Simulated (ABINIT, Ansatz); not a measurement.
Entries from a set of simulations; values are calculated unless marked as measured.

```
! title: AlBO3 (R-3c): one start, several treatments of the self-energy
! method: RPA screening on PBEsol, plane waves, norm-conserving pseudopotentials (and 3 further levels or steps)
! program: ABINIT 10.8.3
! settings: cutoff 36 Ha, PseudoDojo scalar-relativistic 0.4.1 standard, norm-conserving, ngkpt (4, 4, 4), nband 120, ecuteps 5.2 Ha, gwcalctyp 2, nfreqre 16, nfreqim 8, inclvkb 2, freqremax 40 eV, spmeth 1, nomegasf 120, shiftk (0, 0, 0), symchi 1, awtr 1, frequency cd, 4×4×4 k-mesh
! cost: 8 runs, 13 min in all on 8 MPI ranks of Arm Neoverse V1, shared host
! notes: The program’s warnings: Min real frequency set to default [Ha] = and nkpt*nsppol () is not a multiple of nproc spkpt (). The cell and positions come from the Crystallography Open Database and are kept as given unless a step says otherwise.
! G0W0, Godby-Needs plasmon pole: 8.422 eV
! G0W0, von der Linden-Horsch plasmon pole: 8.448 eV
! G0W0, Engel-Farid plasmon pole: 8.415 eV
! one-shot Hartree-Fock: 17.418 eV
! G0W0, contour deformation: 8.424 eV
! known limits: short of the basis limit
CELL_PARAMETERS angstrom
2.23190 1.28859 4.58167
-2.23190 1.28859 4.58167
0.00000 -2.57718 4.58167
ATOMIC_POSITIONS crystal
Al 0.00000 0.00000 0.00000
Al 0.50000 0.50000 0.50000
B 0.25000 0.25000 0.25000
B 0.75000 0.75000 0.75000
O 0.94098 0.55902 0.25000
O 0.25000 0.94098 0.55902
O 0.55902 0.25000 0.94098
O 0.05902 0.44098 0.75000
O 0.75000 0.05902 0.44098
O 0.44098 0.75000 0.05902
```

[Long decimals in the printed logs are rounded to 6 places.]

[Logs are printed without paths, hosts, clocks, repeated set-up lines and the standing remarks that a program may print on its own settings, such as how far it seeks lower states.]

[Paths, hosts, dates, memory and timing lines, banners, echoed tables and standing remarks are left out of the program output; an Ansatz launch command may be rebuilt from the run's recorded settings. Measured values are a selection of at most five: reports struck by readers or far from the other reports are left out. None is set beside runs whose start may be inverted or whose files or cutoffs have a known fault.]

[Runs of the session that timed out or met a known fault of the program may be left out.]

[Hosts, paths, dates, database ids (printed as entryN), source tags and the programs' standing remarks are cut or masked in the printed files.]

[G0W0 gaps are taken among the corrected bands and points alone; a level outside them can change the order at an edge.]

[Where Ansatz stands beside ABINIT at settings called matched, ABINIT's density can come from a denser mesh and the files from another edition; pairs whose starting gaps differed by over 0.03 eV were left out, so agreement reads better than it is.]
